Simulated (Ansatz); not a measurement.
# Br on Mo(100): change of the work function, part 3 of 4

Wanted: Δφ(θ) for Br/Mo(100), starting from the hollow site.

Ansatz 0.2.0; plane-wave DFT, PBE, Ansatz PAW.

So far, work function, upper face (eV): step 2 (the clean slab) 3.83; step 3 (37 atoms, coverage 0.111 ML, cell 3x3) 3.87.

### Step 4. The covered slab, k-mesh 6×6×1, coverage 0.25 ML

System of this step: Br/Mo(100). The cell holds 17 atoms: 16 Mo and 1 Br. Cell: a = 6.300 Å, b = 6.300 Å, c = 24.332 Å, α = 90.0°, β = 90.0°, γ = 90.0°. Vacuum lies along c.

Another coverage, to see how the dipoles act on each other as their distance changes.

Contents of input.yaml:

```yaml
crystal:
  lattice:
    - [6.3, 0.0, 0.0]
    - [0.0, 6.3, 0.0]
    - [0.0, 0.0, 24.3319152722]
  atoms:
    - { symbol: Mo, position: [0.25, 0.25, 0.3698845693] }
    - { symbol: Mo, position: [0.0, 0.0, 0.4346143689] }
    - { symbol: Mo, position: [0.25, 0.25, 0.5020965958] }
    - { symbol: Mo, position: [0.0, 0.0, 0.558888855] }
    - { symbol: Mo, position: [0.25, 0.75, 0.3698845693] }
    - { symbol: Mo, position: [0.0, 0.5, 0.4346143689] }
    - { symbol: Mo, position: [0.25, 0.75, 0.5020965958] }
    - { symbol: Mo, position: [0.0, 0.5, 0.558888855] }
    - { symbol: Mo, position: [0.75, 0.25, 0.3698845693] }
    - { symbol: Mo, position: [0.5, 0.0, 0.4346143689] }
    - { symbol: Mo, position: [0.75, 0.25, 0.5020965958] }
    - { symbol: Mo, position: [0.5, 0.0, 0.558888855] }
    - { symbol: Mo, position: [0.75, 0.75, 0.3698845693] }
    - { symbol: Mo, position: [0.5, 0.5, 0.4346143689] }
    - { symbol: Mo, position: [0.75, 0.75, 0.5020965958] }
    - { symbol: Mo, position: [0.5, 0.5, 0.558888855] }
    - { symbol: Br, position: [0.25, 0.25, 0.6301154307] }
kpoints:
  mp_grid: { grid: [6, 6, 1] }
hamiltonian:
  xc: pbe
scf:
  occupations: { method: fermi_dirac, width: 0.1 }
  convergence: { dr2_threshold: 1.0e-08 }
efield:
  axis: 3
  dipole_correction: true
  ramp_position: 0.97
  ramp_width: 0.06
relax:
  f_tol: 0.02
  max_steps: 60
  constraints: [{ sites: [0, 1, 4, 5, 8, 9, 12, 13] }]
output:
  dos: { projected: true, e_range: [-8, 4] }
  write_potential: true
  write_density: true
  volumetric_format: npy
  elf: true
```

Command:

```console
$ ansatz run input.yaml --threads 8 --pin off --max-ram 16384MiB --backend cpu --events-out ev --progress --plain --runs-dir out
```

Numbers of over 12 decimals in the logs are rounded to 6 here.

The log of the run:

```text
[...]
Crystal: 17 atoms, lattice volume = 965.734 Å³
Basis set: ecut = 420 eV, 18957 PW (Γ), exchange–correlation on 90×90×360 points (8 copies of the dense FFT grid, shifted against one another)
Bands: 139, of which v1, the nominal top of the filled ones, is band 116 counted from 1 (115 counted from 0)
Symmetry: 8 space group operations
[...]
k-points: 10 of 36
[...]
SCF iter   1: F=—  HF=-82065.935258 eV  |F-HF|=—  |Δ(HF+E_count)|=         —  Δρ=7.92e-3  dr2=1.39e0  ethr=1.77e-3  p=0.058 e·Å  D=1.09e-2 V/Å  ΔV_dip=-0.27 eV  dr2_dipole=1.77e-2  V_vac-E_F(+/−)=3.87/4.14 eV  ⟨swp⟩=8.5  Hψ=6202  notcnv=0
[...]
SCF iter  11: F=-82065.788009 eV  HF=-82065.788009 eV  |F-HF|=3.20e-9  |Δ(HF+E_count)|=   2.10e-8  Δρ=4.30e-7  dr2=3.65e-9  ethr=4.33e-12  p=-0.036 e·Å  D=-6.71e-3 V/Å  ΔV_dip=0.16 eV  dr2_dipole=3.08e-12  V_vac-E_F(+/−)=4.02/3.86 eV  ⟨swp⟩=11.3  Hψ=10340  notcnv=0
SCF 1 converged in 11 iterations: F = -82065.788009 eV  dr2 = 3.65e-9
[...]
relax step   1: F+E_penalty+E_count = -82065.78800914 eV  Δ(F+E_penalty+E_count) = +0.000e0 eV  max|allowed force component| = 9.707e-1 eV/Å  Δτ_max = 0.0000 Å  (11 SCF iters, accepted)
[...]
SCF iter  10: F=-82065.982522 eV  HF=-82065.982522 eV  |F-HF|=1.14e-8  |Δ(HF+E_count)|=   3.31e-8  Δρ=7.00e-7  dr2=8.27e-9  ethr=4.33e-12  p=-0.061 e·Å  D=-1.15e-2 V/Å  ΔV_dip=0.28 eV  dr2_dipole=9.96e-10  V_vac-E_F(+/−)=4.15/3.87 eV  ⟨swp⟩=9.6  Hψ=11379  notcnv=0
SCF 2 converged in 10 iterations: F = -82065.982522 eV  dr2 = 8.27e-9
[...]
relax step   2: F+E_penalty+E_count = -82065.98252179 eV  Δ(F+E_penalty+E_count) = -1.945e-1 eV  max|allowed force component| = 9.942e-1 eV/Å  Δτ_max = 0.1920 Å  (10 SCF iters, accepted)
SCF iter   1: F=—  HF=-82066.035627 eV  |F-HF|=—  |Δ(HF+E_count)|=         —  Δρ=2.75e-3  dr2=3.75e-1  ethr=2.87e-4  p=-0.061 e·Å  D=-1.15e-2 V/Å  ΔV_dip=0.28 eV  dr2_dipole=6.94e-2  V_vac-E_F(+/−)=4.16/3.88 eV  ⟨swp⟩=2.5  Hψ=2426  notcnv=0
[...]
SCF iter   9: F=-82066.021813 eV  HF=-82066.021813 eV  |F-HF|=1.38e-9  |Δ(HF+E_count)|=   2.12e-8  Δρ=4.41e-7  dr2=6.39e-9  ethr=4.33e-12  p=-0.060 e·Å  D=-1.12e-2 V/Å  ΔV_dip=0.27 eV  dr2_dipole=3.07e-10  V_vac-E_F(+/−)=4.15/3.87 eV  ⟨swp⟩=11.9  Hψ=10439  notcnv=0
SCF 3 converged in 9 iterations: F = -82066.021813 eV  dr2 = 6.39e-9
[...]
relax step   3: F+E_penalty+E_count = -82066.02181303 eV  Δ(F+E_penalty+E_count) = -3.929e-2 eV  max|allowed force component| = 1.325e-1 eV/Å  Δτ_max = 0.0463 Å  (9 SCF iters, accepted)
[...]
relax step   4: F+E_penalty+E_count = -82066.02473002 eV  Δ(F+E_penalty+E_count) = -2.917e-3 eV  max|allowed force component| = 5.160e-2 eV/Å  Δτ_max = 0.0232 Å  (9 SCF iters, accepted)
[...]
relax step   5: F+E_penalty+E_count = -82066.02510663 eV  Δ(F+E_penalty+E_count) = -3.766e-4 eV  max|allowed force component| = 3.497e-2 eV/Å  Δτ_max = 0.0100 Å  (7 SCF iters, accepted)
SCF iter   1: F=—  HF=-82066.025194 eV  |F-HF|=—  |Δ(HF+E_count)|=         —  Δρ=1.96e-4  dr2=6.26e-4  ethr=5.71e-6  p=-0.054 e·Å  D=-1.01e-2 V/Å  ΔV_dip=0.24 eV  dr2_dipole=1.34e-5  V_vac-E_F(+/−)=4.12/3.88 eV  ⟨swp⟩=2.2  Hψ=2194  notcnv=0
[...]
SCF iter   7: F=-82066.025387 eV  HF=-82066.025387 eV  |F-HF|=2.17e-9  |Δ(HF+E_count)|=   1.48e-8  Δρ=3.11e-7  dr2=2.33e-9  ethr=4.33e-12  p=-0.055 e·Å  D=-1.04e-2 V/Å  ΔV_dip=0.25 eV  dr2_dipole=7.21e-11  V_vac-E_F(+/−)=4.13/3.87 eV  ⟨swp⟩=11.4  Hψ=9942  notcnv=0
SCF 6 converged in 7 iterations: F = -82066.025387 eV  dr2 = 2.33e-9
relax step   6: F+E_penalty+E_count = -82066.02538679 eV  Δ(F+E_penalty+E_count) = -2.802e-4 eV  max|allowed force component| = 1.274e-3 eV/Å  Δτ_max = 0.0046 Å  (7 SCF iters, accepted)
[...]
SCF converged after 7 iterations
Free energy (F): -82066.025387 eV
[...]
Internal energy: -82065.422912 eV  (E = F + TS)
E sigma→0 (E₀):  -82065.724149 eV
Entropy (-TS):   -0.602475 eV (-35.440 meV/atom)
Fermi energy:    2.797954 eV
Dipole field:    D = -0.010353 V/Å  (p = -0.055251 e·Å, saw-weighted, corrected)
Work function:   Φ+ = 4.1268 eV   Φ− = 3.8749 eV
[...]
--- Forces (eV/Å), atoms counted from 1 ---
  atom   1  Mo    -0.00000000     0.00000000     1.50833409
  atom   2  Mo    -0.25305721    -0.25305721    -1.60904881
  atom   3  Mo    -0.00000000     0.00000000    -0.00051543
  atom   4  Mo     0.00027346     0.00027346    -0.00049746
  atom   5  Mo     0.00000000     0.00000000     1.56520371
  atom   6  Mo    -0.25305721     0.25305721    -1.60904881
  atom   7  Mo     0.00000000     0.00000000    -0.00015810
  atom   8  Mo     0.00027346    -0.00027346    -0.00049746
  atom   9  Mo     0.00000000     0.00000000     1.56520371
  atom  10  Mo     0.25305721    -0.25305721    -1.60904881
  atom  11  Mo     0.00000000     0.00000000    -0.00015810
  atom  12  Mo    -0.00027346     0.00027346    -0.00049746
  atom  13  Mo    -0.00000000     0.00000000     1.79870017
  atom  14  Mo     0.25305721     0.25305721    -1.60904881
  atom  15  Mo     0.00000000     0.00000000     0.00127417
  atom  16  Mo    -0.00027346    -0.00027346    -0.00049746
  atom  17  Br    -0.00000000     0.00000000     0.00029522
  max |Σ_I F_I| component: 5.64e-6 eV/Å
--- Band table (eV; the first three rows and the last of 10) ---
  k-point 0: bands = [... 112 lower, 2.5349, 2.6997, 2.8594, 3.3439, 3.5330, 3.5682, 3.5682, 3.6155, ... 19 higher]
  k-point 1: bands = [... 112 lower, 2.6877, 2.7611, 2.9159, 3.0126, 3.2762, 3.3009, 3.3735, 3.5057, ... 19 higher]
  k-point 2: bands = [... 112 lower, 2.6783, 2.6971, 2.7670, 2.8042, 2.9916, 3.2028, 3.2476, 3.3014, ... 19 higher]
  k-point 9: bands = [... 112 lower, 2.4011, 2.5151, 2.5151, 2.6342, 2.6398, 2.6516, 2.6516, 3.0181, ... 19 higher]
--- Relaxed structure (6 steps of the walk, 6 accepted, 0 SCFs on fresh bases) ---
  F+E_penalty+E_count = -82066.02538679 eV   max|allowed force component| = 1.274e-3 eV/Å
  atoms:
    - { symbol: Mo, position: [0.25, 0.25, 0.369885] }
    - { symbol: Mo, position: [0.0, 0.0, 0.4346143689] }
    - { symbol: Mo, position: [0.25, 0.25, 0.497078] }
    - { symbol: Mo, position: [0.015221, 0.015221, 0.559921] }
    - { symbol: Mo, position: [0.25, 0.75, 0.369885] }
    - { symbol: Mo, position: [0.0, 0.5, 0.4346143689] }
    - { symbol: Mo, position: [0.25, 0.75, 0.501589] }
    - { symbol: Mo, position: [0.015221, 0.484779, 0.559921] }
    - { symbol: Mo, position: [0.75, 0.25, 0.369885] }
    - { symbol: Mo, position: [0.5, 0.0, 0.4346143689] }
    - { symbol: Mo, position: [0.75, 0.25, 0.501589] }
    - { symbol: Mo, position: [0.484779, 0.015221, 0.559921] }
    - { symbol: Mo, position: [0.75, 0.75, 0.369885] }
    - { symbol: Mo, position: [0.5, 0.5, 0.4346143689] }
    - { symbol: Mo, position: [0.75, 0.75, 0.503782] }
    - { symbol: Mo, position: [0.484779, 0.484779, 0.559921] }
    - { symbol: Br, position: [0.25, 0.25, 0.637271] }
```

Elapsed: 1.7 min, on 8 threads of Arm Neoverse V2, shared host; peak memory 5.2 GiB.

Step by step:

```tsv
step	energy less that of the first step (eV)	largest force component (eV/Å)
1	0.0000	0.9707
2	-0.1945	0.9942
3	-0.2338	0.1325
4	-0.2367	0.0516
5	-0.2371	0.0350
6	-0.2374	0.0013
```

The run keeps the 8 symmetry operations that it works with, so distortions that break them were not tested.

The atoms that moved most (Å):

```tsv
atom	dx	dy	dz	length
Br17	0.000	0.000	0.174	0.174
Mo4	0.096	0.096	0.025	0.138
Mo8	0.096	-0.096	0.025	0.138
Mo12	-0.096	0.096	0.025	0.138
Mo16	-0.096	-0.096	0.025	0.138
Mo3	0.000	0.000	-0.122	0.122
Mo15	0.000	0.000	0.041	0.041
Mo11	0.000	0.000	-0.012	0.012
```

The relaxed structure:

```xyz
17
Lattice="6.3000 0.0000 0.0000 0.0000 6.3000 0.0000 0.0000 0.0000 24.3319" Properties=species:S:1:pos:R:3
Mo    1.5750    1.5750    9.0000
Mo    0.0000    0.0000   10.5750
Mo    1.5750    1.5750   12.0949
Mo    0.0959    0.0959   13.6240
Mo    1.5750    4.7250    9.0000
Mo    0.0000    3.1500   10.5750
Mo    1.5750    4.7250   12.2046
Mo    0.0959    3.0541   13.6240
Mo    4.7250    1.5750    9.0000
Mo    3.1500    0.0000   10.5750
Mo    4.7250    1.5750   12.2046
Mo    3.0541    0.0959   13.6240
Mo    4.7250    4.7250    9.0000
Mo    3.1500    3.1500   10.5750
Mo    4.7250    4.7250   12.2580
Mo    3.0541    3.0541   13.6240
Br    1.5750    1.5750   15.5060
```

This step gave:

```
energy at zero smearing        : -82065.7241 eV
work function, upper face      : 4.127 eV
work function, lower face      : 3.875 eV
dipole along the normal        : -0.05525 e·Å
step between the vacuum levels : 0.2519 eV
```

The density of states has structure finer than the step of the table below, so its rows give means over 0.25 eV, whole bins alone (the curve runs from -8 to 1.8 eV). Peaks (eV: height): -5.080: 47.3, -2.980: 48.3, -2.410: 43.1, -0.570: 42.1, -0.450: 49.7, 1.380: 51.2, 1.770: 43.8.

Table of density of states by energy, zero at the Fermi level; means over each step:

```tsv
energy (eV)	density of states (states/eV a cell)
-6.50	0
-6.25	0.103
-6.00	1.69
-5.75	3.17
-5.50	4.17
-5.25	7.50
-5.00	12.8
-4.75	4.95
-4.50	7.27
-4.25	12.6
-4.00	17.5
-3.75	16.1
-3.50	13.1
-3.25	24.3
-3.00	35.6
-2.75	19.0
-2.50	27.3
-2.25	22.8
-2.00	16.0
-1.75	21.3
-1.50	16.3
-1.25	17.5
-1.00	17.3
-0.75	20.4
-0.50	34.8
-0.25	27.3
0.00	17.2
0.25	10.3
0.50	17.7
0.75	16.8
1.00	13.6
1.25	24.5
1.50	29.0
```

Projected DOS per atom over height of the atomic layer and energy from the Fermi level. Layers: Mo4 Mo4 Mo4 Mo4 Br from below.

Ten even steps from '0' (0.0 states/eV) to '9' (6.1 states/eV), each cell a mean:
```
32220
21110
21010
10010
41130
31130
21120
21110
21110
22320
13310
12210
02210
02200
00000
00009
00004
00000
00000
00000
00000
00000
```
Columns: height of the atomic layer (Å) from 9 to 15.5 (not evenly spaced); rows upwards: energy from the Fermi level (eV) from -7.96 to 1.75.

Valence density in the ca plane at fractional y = 0.250, with atoms of Mo and Br within 0.2 Å of it. It is the smooth field of the valence electrons, not physical close to the nuclei.

Ten steps, logarithmic in the rise over the least value, from '0' (0.0 e/Å³) to '9' (6.5 e/Å³), each cell a mean:
```
00011233333333333333322110000000000000000000
00012356543333455543321100000000000000000000
00013689864334788753221100000000000000000000
00014799974335899963211000000000000000000000
00014799974335899963211000000000000000000000
00013688854334788753221100000000000000000000
00012355543333455543321100000000000000000000
00011233333333333333322111000000000000000000
00011223333333333333332222110000000000000000
00011344433333444433333344321000000000000000
00012577653334677643334566542000000000000000
00013799964336899843234655653100000000000000
00014799974336999853235643653100000000000000
00013799964335899743234655653100000000000000
00012577653334677543334556542000000000000000
00011344433333444433333344321000000000000000
00011223333333333333332222110000000000000000
```
Columns run along c (16.0 Å, from fractional 0.27 to 0.93 of the cell), rows up along a (6.3 Å). Atoms in or near the plane, at fractional coordinates: Mo at (0.37, 0.25), Mo at (0.50, 0.25), Mo at (0.37, 0.75), Mo at (0.50, 0.75), Br at (0.64, 0.25).

Electrostatic potential energy in the ca plane at fractional y = 0.250, with atoms of Mo and Br within 0.2 Å of it. With pseudopotentials it is smooth inside the atoms' cores, unlike the true potential.

Ten even steps from '0' (-71 eV) to '9' (7 eV), each cell a mean:
```
99999999999999999999999999999999999999999999
99999876789999866799999999999999999999999999
99998621379998521479999999999999999999999999
99997400058997200169999999999999999999999999
99997400058997200169999999999999999999999999
99998631379998522479999999999999999999999999
99999876789999876799999999999999999999999999
99999999999999999999999999999999999999999999
99999999999999999999999999999999999999999999
99999988899999888999999999999999999999999999
99999754589998644789999754799999999999999999
99998510158996200379998400279999999999999999
99997300048985100279997200169999999999999999
99998510168996200479998400279999999999999999
99999754589998644789999754799999999999999999
99999988899999888999999999999999999999999999
99999999999999999999999999999999999999999999
```
Columns run along c (16.0 Å, from fractional 0.27 to 0.93 of the cell; values clipped at the 3rd and 97th percentile), rows up along a (6.3 Å). Atoms in or near the plane, at fractional coordinates: Mo at (0.37, 0.25), Mo at (0.50, 0.25), Mo at (0.37, 0.75), Mo at (0.50, 0.75), Br at (0.64, 0.25).

ELF in the ca plane at fractional y = 0.250, with atoms of Mo and Br within 0.2 Å of it. It is the smooth field of the valence electrons, not physical close to the nuclei.

Values, 9 rows by 16 columns, each cell a mean:
```
0.09 0.18 0.26 0.34 0.40 0.26 0.33 0.40 0.21 0.10 0.04 0.00 0.00 0.00 0.00 0.00
0.04 0.18 0.63 0.41 0.31 0.57 0.46 0.38 0.26 0.05 0.00 0.00 0.00 0.00 0.00 0.00
0.04 0.19 0.62 0.43 0.29 0.57 0.48 0.35 0.27 0.05 0.00 0.00 0.00 0.00 0.00 0.00
0.08 0.16 0.33 0.34 0.39 0.29 0.33 0.41 0.21 0.07 0.02 0.00 0.00 0.00 0.00 0.00
0.11 0.24 0.27 0.38 0.40 0.31 0.40 0.33 0.34 0.47 0.22 0.03 0.00 0.00 0.00 0.00
0.06 0.16 0.46 0.36 0.37 0.41 0.36 0.29 0.68 0.79 0.59 0.11 0.00 0.00 0.00 0.00
0.03 0.20 0.59 0.44 0.29 0.58 0.44 0.25 0.50 0.39 0.74 0.17 0.01 0.00 0.00 0.00
0.05 0.16 0.57 0.38 0.34 0.52 0.39 0.28 0.68 0.73 0.64 0.12 0.01 0.00 0.00 0.00
0.11 0.22 0.25 0.37 0.40 0.28 0.38 0.32 0.43 0.60 0.31 0.04 0.00 0.00 0.00 0.00
```
Columns run along c (16.0 Å, from fractional 0.27 to 0.93 of the cell), rows up along a (6.3 Å). Atoms in or near the plane, at fractional coordinates: Mo at (0.37, 0.25), Mo at (0.50, 0.25), Mo at (0.37, 0.75), Mo at (0.50, 0.75), Br at (0.64, 0.25).

The relaxation took 6 steps and lowered the energy by 0.24 eV; the largest force on the free atoms ends at 0.0013 eV/Å.

By hand: a sheet of dipoles makes a step −p/(ε₀A) in the electron's potential. With e/ε₀ = 180.95 V·Å, p = -0.05525 e·Å and A = 39.69 Å², that is −180.95 × (-0.05525) / 39.69 = +0.252 eV, and the two vacuum levels of the run differ by +0.252 eV.

The covered face has 4.13 eV, +0.30 eV against the clean one; the bare back face has moved by +0.01 eV, a measure of how thin the slab is.

### Step 5. The covered slab, k-mesh 6×6×1, coverage 0.5 ML

System of this step: Br/Mo(100). The cell holds 18 atoms: 16 Mo and 2 Br. Its edges and angles: a = 6.300 Å, b = 6.300 Å, c = 24.332 Å, α = 90.0°, β = 90.0°, γ = 90.0°. Vacuum lies along c.

Another coverage, to see how the dipoles act on each other as their distance changes.

Changes to input.yaml since step 4:

```diff
@@ -23,2 +23,3 @@
     - { symbol: Br, position: [0.25, 0.25, 0.6301154307] }
+    - { symbol: Br, position: [0.75, 0.75, 0.6301154307] }
 kpoints:
```

The log of the run:

```text
[...]
Crystal: 18 atoms, lattice volume = 965.734 Å³
Basis set: ecut = 420 eV, 18957 PW (Γ), exchange–correlation on 90×90×360 points (8 copies of the dense FFT grid, shifted against one another)
Bands: 143, of which v1, the nominal top of the filled ones, is band 119 counted from 1 (118 counted from 0)
Symmetry: 16 space group operations
[...]
- { symbol: Mo, position: [0.25, 0.75, 0.501524] }
    - { symbol: Mo, position: [0, 0.5, 0.560252] }
[...]
- { symbol: Mo, position: [0.75, 0.75, 0.369885] }
    - { symbol: Mo, position: [0.5, 0.5, 0.4346143689] }
    - { symbol: Mo, position: [0.75, 0.75, 0.499312] }
    - { symbol: Mo, position: [0.5, 0.5, 0.560252] }
    - { symbol: Br, position: [0.25, 0.25, 0.635675] }
    - { symbol: Br, position: [0.75, 0.75, 0.635675] }
[key lines of the parts left out:]
SCF converged after 6 iterations
Free energy (F): -84851.693882 eV
Fermi energy:    2.989363 eV
Dipole field:    D = -0.020771 V/Å  (p = -0.110853 e·Å, saw-weighted, corrected)
Work function:   Φ+ = 4.3753 eV   Φ− = 3.8699 eV
```

Run time: 71 s. Hardware: 8 threads; peak memory 5.1 GiB.

This run has no spin polarisation, although Mo can carry a moment.

Step by step:

```tsv
step	energy less that of the first step (eV)	largest force component (eV/Å)
1	0.0000	1.1979
2	-0.1204	0.6903
3	-0.1959	0.0230
4	-0.1959	0.0024
```

The run keeps the 16 symmetry operations that it works with, so distortions that break them were not tested.

The atoms that moved most (Å):

```tsv
atom	dx	dy	dz	length
Br18	0.000	0.000	0.135	0.135
Br17	0.000	0.000	0.135	0.135
Mo3	0.000	0.000	-0.068	0.068
Mo15	0.000	0.000	-0.068	0.068
Mo12	0.000	0.000	0.033	0.033
Mo16	0.000	0.000	0.033	0.033
Mo8	0.000	0.000	0.033	0.033
Mo4	0.000	0.000	0.033	0.033
```

Final coordinates:

```xyz
18
Lattice="6.3000 0.0000 0.0000 0.0000 6.3000 0.0000 0.0000 0.0000 24.3319" Properties=species:S:1:pos:R:3
Mo    1.5750    1.5750    9.0000
Mo    0.0000    0.0000   10.5750
Mo    1.5750    1.5750   12.1492
Mo    0.0000    0.0000   13.6320
Mo    1.5750    4.7250    9.0000
Mo    0.0000    3.1500   10.5750
Mo    1.5750    4.7250   12.2030
Mo    0.0000    3.1500   13.6320
Mo    4.7250    1.5750    9.0000
Mo    3.1500    0.0000   10.5750
Mo    4.7250    1.5750   12.2030
Mo    3.1500    0.0000   13.6320
Mo    4.7250    4.7250    9.0000
Mo    3.1500    3.1500   10.5750
Mo    4.7250    4.7250   12.1492
Mo    3.1500    3.1500   13.6320
Br    1.5750    1.5750   15.4672
Br    4.7250    4.7250   15.4672
```

(Continued in part 4 of 4.)

[Logs are printed without paths, hosts, clocks, repeated set-up lines and the standing remarks that a program may print on its own settings, such as how far it seeks lower states.]

[Hosts, paths, dates, database ids (printed as entryN), source tags and the programs' standing remarks are cut or masked in the printed files.]

[Maps of the electrostatic potential energy from Ansatz leave out the sawtooth potential of an applied field or a dipole correction, so their vacuum need not be flat; planar profiles and work functions include it.]

[The density of states shown here was stored with 400 of the rows of the run's finer table, so its peaks can read low, often by over a quarter, or be missed, and its means over a window can be off by a tenth or more.]
